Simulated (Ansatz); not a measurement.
# Fitting and testing ρ(T) of Os (P6_3/mmc)

Can the computed ρ(T) of Os (P6_3/mmc) be held by the Bloch–Grüneisen form, and does the fit predict a row it has not seen?

The resistivities were computed with Ansatz 0.2.0 (DFT PBE, scalar-relativistic, plane waves, PAW) from the linearised Boltzmann equation with harmonic phonons, on q 3×3×2, k 12×12×6, scattering 18×18×12; the fit below is done by hand on them.

Experimental background.

For Os (bulk crystal), “CRC Handbook of Chemistry and Physics, 84th edition, Electrical Resistivity of Pure Metals” (2003, CRC Press, section 12, read from Wikipedia's data page) quotes earlier work: resistivity at 273 K 8.1 μΩ cm.

## 1. Computed resistivities

The structure is hexagonal, space group P6_3/mmc (No. 194). The conventional cell has a = 2.752 Å, b = 2.752 Å, c = 4.353 Å, α = 90.00°, β = 90.00°, γ = 120.00°. Around Os on site c lie 12 Os at 2.69 to 2.75 Å.

This is the relaxed cell of the run, from steps not shown here.

The mean resistivity of the three axes from 50 to 800 K, with one row held back; the colder rows stay outside the fit and test it at the end:

```tsv
T (K)	ρ (μΩ cm)
50	0.2099
80	1.003
100	1.686
150	3.402
200	?
273	7.234
300	8.035
400	10.95
500	13.81
600	16.65
800	22.24
```

No spin–orbit coupling, which matters for Os.

## 2. The fit

Bloch and Grüneisen's form is ρ(T) = A (T/Θ)⁵ J₅(Θ/T), with J₅(z) the integral of x⁵/((eˣ − 1)(1 − e⁻ˣ)) from 0 to z. It goes as T⁵ far below Θ and as A T/(4Θ) far above. For a trial Θ the best A is the geometric mean of ρ/[(T/Θ)⁵ J₅] over the rows, and the scatter of that ratio measures the fit:

```tsv
Θ (K)	A (μΩ cm)	scatter (%)
206	18.91	32.8
276	28.25	17.2
310	33.64	9.3
344	39.71	3.4
378	46.51	8.9
430	58.52	21.4
516	83.34	42.0
```

The scatter is least at Θ = 344 K, with A = 39.71 μΩ cm (3.4 % r.m.s.).

```tsv
T (K)	computed	fit
50	0.2099	0.2227
80	1.003	0.9587
100	1.686	1.596
150	3.402	3.277
273	7.234	7.222
300	8.035	8.055
400	10.95	11.08
500	13.81	14.06
600	16.65	17.00
800	22.24	22.85
```

## 3. The row held back

At T = 200 K, Θ/T = 1.720, J₅ = 1.865 and (T/Θ)⁵ = 0.06643, so the fit gives 4.919 μΩ cm. The computed value is 5.009 μΩ cm: the fit is off by -1.80 %. Outside its range, at 20 K, it gives 0.00328 against 0.00120 μΩ cm computed, 2.73 times that; at that temperature the run's own test moves by 18 % between meshes in the component that moves most. Among the rows used, the largest miss is +6.1 %, at 50 K.

## 4. Reading Θ and A

Θ = 344 K is 1.55 times ħω_log/k_B (223 K) and 1.08 of the highest phonon frequency (319 K); Θ is a number of the fit, and no phonon frequency. The high-temperature slope of the fit, A/(4Θ), is 0.0289 μΩ cm/K. The same slope from the run's transport coupling and plasma energy, 2π k_B λ_tr/(ħ ε₀ ω_p²) with λ_tr = 0.506, 0.506, 0.457 (xx, yy, zz) and ħω_p = 7.85, 7.85, 9.19 (xx, yy, zz) eV, is 0.0293 μΩ cm/K in the mean of the axes, +1.4 % from it. For comparison, the computed rows rise by 0.0280 μΩ cm/K between the two hottest.

## 5. Results

| Quantity | Value |
| --- | --- |
| Θ | 344 K |
| A | 39.71 μΩ cm |
| scatter of the fit | 3.4 % |
| held-back row at 200 K, fit against computed | 4.919 against 5.009 μΩ cm |

Two numbers, Θ = 344 K and A = 39.7 μΩ cm, hold the computed ρ(T) from 50 to 800 K within 3.40 % r.m.s. and predict the held-back row within 1.80 %. At 20 K, outside the rows fitted, it gives 2.73 times the computed value. The misses are not random: the largest is +6.1 %, at 50 K. By the run's own test the resistivity at 300 K moves by 8 % between its two finest scattering meshes, in the component that moves most. The mean hides an anisotropy: at 300 K the components are 9.03, 9.03, 6.05 (xx, yy, zz) μΩ cm. Spin–orbit coupling is left out. The fit describes the calculation: impurities, thermal expansion, changes of phase and anharmonicity are in neither.

Comparison with the measured values:

| quantity | measured | q 3×3×2, fine 18×18×12 |
| --- | --- | --- |
| resistivity at 273 K (computed: phonon part alone; the measured value holds the sample's residual resistivity) (μΩ cm) | 8.1 | 7.23 (-10.7 %) |

Measured values from CRC Press, section 12, read from Wikipedia's data page (2003).

**Verdict.** The resistivity at 273 K is off by -10.7 %: fair agreement.

[Logs are printed without paths, hosts, clocks, repeated set-up lines and the standing remarks that a program may print on its own settings, such as how far it seeks lower states.]

[Hosts, paths, dates, database ids (printed as entryN), source tags and the programs' standing remarks are cut or masked in the printed files.]
